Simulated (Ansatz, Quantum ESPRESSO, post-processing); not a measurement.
# From contact to tunnelling: a In chain with one bond drawn out, part 5 of 5

Wanted: T at the Fermi level along a series, and its decay constant, for a In chain with one bond drawn out.

Quantum ESPRESSO 7.5; plane-wave DFT, LDA, GBRV ultrasoft pseudopotentials; cross-check by Ansatz 0.2.0 with PAW datasets.

So far. Step 12 (Transmission with pwcond.x, 3 Å): T goes from 0.505 to 0.0773, a factor of 6.5. Step 13 (Cross-check with Ansatz, 3 Å): Ansatz finds T = 0.0686 against pwcond's 0.0773.

**14. Ground state, 4 Å**

Level of this step: plane-wave DFT, LDA, GBRV ultrasoft pseudopotentials (Quantum ESPRESSO 7.5).

j4.scf.in reads:

```
&control
  prefix = 'j4.scf'
  outdir = './out'
  pseudo_dir = './pseudo'
  calculation = 'scf'
  tprnfor = .true.
/
&system
  ibrav = 0
  nat = 10
  ntyp = 1
  ecutwfc = 34
  ecutrho = 170
  occupations = 'smearing'
  smearing = 'mv'
  degauss = 0.01
/
&electrons
  conv_thr = 1e-07
  mixing_beta = 0.25
  electron_maxstep = 120
  mixing_mode = 'local-TF'
/
ATOMIC_SPECIES
  In  114.8180  in_lda_v1.4.uspp.F.UPF
CELL_PARAMETERS angstrom
  7.50000000000000 0.00000000000000 0.00000000000000
  0.00000000000000 7.50000000000000 0.00000000000000
  0.00000000000000 0.00000000000000 33.50000000000000
ATOMIC_POSITIONS crystal
  In  0.500000000000 0.500000000000 0.000000000000
  In  0.500000000000 0.500000000000 0.088059701493
  In  0.500000000000 0.500000000000 0.176119402985
  In  0.500000000000 0.500000000000 0.264179104478
  In  0.500000000000 0.500000000000 0.352238805970
  In  0.500000000000 0.500000000000 0.559701492537
  In  0.500000000000 0.500000000000 0.647761194030
  In  0.500000000000 0.500000000000 0.735820895522
  In  0.500000000000 0.500000000000 0.823880597015
  In  0.500000000000 0.500000000000 0.911940298507
K_POINTS automatic
  1 1 3 0 0 0
```

On the command line:

```bash
$ OMP_NUM_THREADS=1 mpirun -n 4 pw.x -nk 1 -in j4.scf.in > j4.scf.out
```

What it wrote:

```text
[banner, memory and clock lines left out]
Program PWSCF v.7.5 starts
[...]
number of electrons       =       130.00
     number of Kohn-Sham states=           78
     kinetic-energy cutoff     =      34.0000  Ry
     charge density cutoff     =     170.0000  Ry
[...]
number of k points=     2  Marzari-Vanderbilt smearing, width (Ry)=  0.0100
[...]
Dense  grid:   475747 G-vectors     FFT dimensions: (  60,  60, 270)
[...]
Starting wfcs are   90 randomized atomic wfcs
     estimated scf accuracy    <      52.27891598 Ry
     estimated scf accuracy    <      28.21226561 Ry
     estimated scf accuracy    <       2.07058222 Ry
     estimated scf accuracy    <       1.72790325 Ry
     estimated scf accuracy    <       1.43540815 Ry
     estimated scf accuracy    <       0.10374335 Ry
     estimated scf accuracy    <       0.05877517 Ry
     estimated scf accuracy    <       0.02088662 Ry
     estimated scf accuracy    <       0.01445369 Ry
     estimated scf accuracy    <       0.00382092 Ry
     estimated scf accuracy    <       0.00135286 Ry
     estimated scf accuracy    <       0.00017316 Ry
     estimated scf accuracy    <       0.00005286 Ry
     estimated scf accuracy    <       0.00002611 Ry
     estimated scf accuracy    <       0.00000339 Ry
     estimated scf accuracy    <       0.00000227 Ry
     estimated scf accuracy    <       0.00000114 Ry
     estimated scf accuracy    <       0.00000026 Ry
     estimated scf accuracy    <       0.00000013 Ry
[...]
the Fermi energy is    -1.5508 ev
!    total energy              =   -1329.83586095 Ry
     estimated scf accuracy    <       0.00000004 Ry
     smearing contrib. (-TS)   =      -0.00410839 Ry
     internal energy E=F+TS    =   -1329.83175256 Ry
[...]
one-electron contribution =   -1571.07671977 Ry
     hartree contribution      =     837.25409519 Ry
     xc contribution           =    -370.05090790 Ry
     ewald contribution        =    -225.95822008 Ry
     convergence has been achieved in  20 iterations
[...]
Total force =     0.029033     Total SCF correction =     0.000402
[...]
```

The job ended after 1.7 min (4 MPI ranks of Arm Neoverse V2, shared host; peak memory 2.1 GiB).

This step gave:

| Property | Result |
| --- | --- |
| free energy | -18093.3386 eV |
| Fermi energy | -1.551 eV |

**15. Transmission with pwcond.x, 4 Å**

j4.cond.in reads:

```
&inputcond
  outdir = './out'
  prefixt = 'j4.scf'
  tran_file = 'j4.cond.dat'
  bdl = 0.7866666667
  bds = 4.4666666667
  ikind = 1
  ewind = 4.0
  epsproj = 1e-05
  nz1 = 7
  energy0 = 2.0
  denergy = -0.1
/
1
  0.00000000 0.00000000 1.00000000
41
```

On the command line:

```bash
$ OMP_NUM_THREADS=1 mpirun -n 4 pwcond.x -in j4.cond.in > j4.cond.out
```

What it wrote:

```text
[banner, memory and clock lines left out]
Program PWCOND v.7.5 starts

     ./out/j4.scf.save/

[...]
negative rho (up, down):  7.009E-03 0.000E+00
     Reading collected, re-writing distributed wavefunctions

===== INPUT FILE containing all the regions =====

     GEOMETRY:

     lattice parameter (alat)  =      14.1729  a.u.
     the volume                =   12716.3928 (a.u.)^3
     the cross section         =     200.8724 (a.u.)^2
     l of the unit cell        =       4.4667 (alat)
     number of atoms/cell      =           10
[...]
T_tot    -0.30000      0.12309E-01
   T_tot    -0.40000      0.10773E-01
   T_tot    -0.50000      0.94003E-02
   T_tot    -0.60000      0.81877E-02
   T_tot    -0.70000      0.71222E-02
   T_tot    -0.80000      0.61782E-02
   T_tot    -0.90000      0.53078E-02
   T_tot    -1.00000      0.44062E-02
   T_tot    -1.10000      0.31650E-02
   T_tot    -1.20000      0.87543E-04
   T_tot    -1.30000      0.00000E+00
   T_tot    -1.40000      0.00000E+00
   T_tot    -1.50000      0.00000E+00
   T_tot    -1.60000      0.00000E+00
   T_tot    -1.70000      0.00000E+00
   T_tot    -1.80000      0.00000E+00
   T_tot    -1.90000      0.00000E+00
   T_tot    -2.00000      0.00000E+00
```

Elapsed: 3.2 min, on 4 MPI ranks; peak memory 0.46 GiB.

Numbers from this step:

- transmission at the Fermi level, one spin: 0.01100
- conductance: 0.01100 G₀

Per spin. The transmission by energy, zero at the Fermi level:

```
energy (eV)  transmission
      -2.00             0
      -1.90             0
      -1.70             0
      -1.60             0
      -1.40             0
      -1.30             0
      -1.20        4.4e-5
      -1.00       0.00220
      -0.90       0.00265
      -0.80       0.00309
      -0.60       0.00409
      -0.50       0.00470
      -0.30       0.00615
      -0.20       0.00700
      -0.10       0.00883
       0.00        0.0110
       0.10        0.0114
       0.20        0.0121
       0.30        0.0132
       0.50        0.0160
       0.60        0.0177
       0.80        0.0218
       0.90        0.0245
       1.00        0.0277
       1.20        0.0357
       1.30        0.0411
       1.40        0.0476
       1.60        0.0655
       1.70        0.0780
       1.90         0.116
       2.00         0.145
```

T goes from 0.0773 to 0.0110, a factor of 7.0.

**16. The same in Ansatz, 4 Å**

Level of this step: plane-wave DFT, LDA, Ansatz PAW (Ansatz 0.2.0).

input.yaml reads:

```yaml
crystal:
  lattice:
    - [7.5, 0.0, 0.0]
    - [0.0, 7.5, 0.0]
    - [0.0, 0.0, 33.5]
  atoms:
    - { symbol: In, position: [0.5, 0.5, 0.0] }
    - { symbol: In, position: [0.5, 0.5, 0.0880597015] }
    - { symbol: In, position: [0.5, 0.5, 0.176119403] }
    - { symbol: In, position: [0.5, 0.5, 0.2641791045] }
    - { symbol: In, position: [0.5, 0.5, 0.352238806] }
    - { symbol: In, position: [0.5, 0.5, 0.5597014925] }
    - { symbol: In, position: [0.5, 0.5, 0.647761194] }
    - { symbol: In, position: [0.5, 0.5, 0.7358208955] }
    - { symbol: In, position: [0.5, 0.5, 0.823880597] }
    - { symbol: In, position: [0.5, 0.5, 0.9119402985] }
kpoints:
  mp_grid: { grid: [1, 1, 4] }
hamiltonian:
  xc: lda
scf:
  occupations: { method: fermi_dirac, width: 0.1 }
  convergence: { dr2_threshold: 1.0e-08 }
output:
  transmission:
    leads: [[0, 1]]
    e_range: [-2.0, 2.0]
    de: 0.05
    kmesh: [1, 1]
    reduced_basis: true
  write_potential: true
  write_density: true
  volumetric_format: npy
```

On the command line:

```bash
$ ansatz run input.yaml --threads 4 --pin off --max-ram 8192MiB --backend cpu --events-out ev --progress --plain --runs-dir out
```

What it wrote:

```text
[...]
Crystal: 10 atoms, lattice volume = 1884.375 Å³
Basis set: ecut = 420 eV, 36863 PW (Γ)
Bands: 78, of which v1, the nominal top of the filled ones, is band 65 counted from 1 (64 counted from 0)
Symmetry: 16 space group operations
[...]
k-points: 3 of 4
[...]
k-point 2: bands = [... 61 lower, -1.7633, -1.6780, -1.6780, -1.5765, -1.5765, -1.4128, -1.4128, -1.1537, ... 9 higher]
--- Transmission ---
  basis      : 497 plane waves across, 42 finite elements along
  points     : 1, standing for a mesh of 1 x 1
[...]
channels       : 3.000000e0 a spin
[...]
junction   : crystal 0 to crystal 0, -1.48 to 29.07 Å
    transmission   : 1.025900e-2 a spin
[...]
[key lines of the parts left out:]
SCF converged after 13 iterations
Free energy (F): -54554.916466 eV
Fermi energy:    -1.550668 eV
```

Run time: 25 s. Hardware: 4 threads; peak memory 2.5 GiB.

Numbers from this step:

- free energy: -54554.9165 eV
- energy at zero smearing: -54554.5148 eV
- smearing term TS: 0.8032 eV
- transmission at the Fermi level, one spin: 0.01026
- step of the lead's Hamiltonian over a period: 17 meV

Per spin. Transmission against energy, zero at the Fermi level:

```
energy (eV)  transmission
      -2.00             0
      -1.90             0
      -1.80             0
      -1.70             0
      -1.55             0
      -1.45             0
      -1.35             0
      -1.25        4.8e-4
      -1.15       0.00127
      -1.05       0.00187
      -0.90       0.00265
      -0.80       0.00316
      -0.70       0.00370
      -0.60       0.00427
      -0.50       0.00489
      -0.40       0.00555
      -0.25       0.00666
      -0.15       0.00757
      -0.05       0.00939
       0.00        0.0103
       0.05        0.0109
       0.15        0.0118
       0.25        0.0128
       0.40        0.0146
       0.50        0.0162
       0.60        0.0180
       0.70        0.0200
       0.80        0.0224
       0.90        0.0252
       1.05        0.0302
       1.15        0.0344
       1.25        0.0392
       1.35        0.0451
       1.45        0.0522
       1.55        0.0609
       1.70        0.0783
       1.80        0.0939
       1.90         0.115
       2.00         0.143
```

Ansatz finds T = 0.0103 against pwcond's 0.0110.

**17. The series side by side**

All levels:

```
level  T by pwcond  T by Ansatz  lead channels  CPU time (s)
0.5 Å        2.767        2.661              3         802.2
1.2 Å        1.669        1.399              3         948.1
  2 Å        0.505       0.4122              3          1002
  3 Å      0.07733      0.06861              3          1034
  4 Å        0.011      0.01026              3          1196
```

**18. Worked from the printed numbers**

G = 2.77 × 77.48 µS = 214 µS a cell, a resistance of 4.66 kΩ.

κ = ln(T₁/T₂)/(2Δd) = ln(0.07733/0.011)/(2 × 1 Å) = 0.98 1/Å.

**19. Outcome**

| Item | Value |
| --- | --- |
| conductance a cell at 0.5 Å | 2.77 G₀ |
| conductance a cell at 1.2 Å | 1.67 G₀ |
| conductance a cell at 2 Å | 0.505 G₀ |
| conductance a cell at 3 Å | 0.0773 G₀ |
| conductance a cell at 4 Å | 0.0110 G₀ |
| fall of ln T per Å over the last interval | 1.95 |

In words: The conductance goes from 2.77 G₀ at 0.5 Å to 0.0110 G₀ at 4 Å (LDA, GBRV ultrasoft). Interval by interval ln T falls by 0.72, 1.49, 1.88 and 1.95 per Å. The last interval gives κ = 0.98 1/Å in T ∝ exp(−2κd), an apparent barrier of (κ/0.512)² = 3.6 eV. Ansatz follows the series within a factor of 1.23. The geometries are as built, not relaxed, and the leads are short. Semilocal functionals lack the image potential in a vacuum gap.

[Long decimals in the printed logs are rounded to 6 places.]

[Repeated lines of the later SCF iterations (solver, time, negative density, dipole) and banner, clock, host and MPI lines are left out of these logs without a mark at each place.]

[Logs are printed without paths, hosts, clocks, repeated set-up lines and the standing remarks that a program may print on its own settings, such as how far it seeks lower states.]

[Hosts, paths, dates, database ids (printed as entryN), source tags and the programs' standing remarks are cut or masked in the printed files.]

[Maps of the electrostatic potential energy from Ansatz leave out the sawtooth potential of an applied field or a dipole correction, so their vacuum need not be flat; planar profiles and work functions include it.]
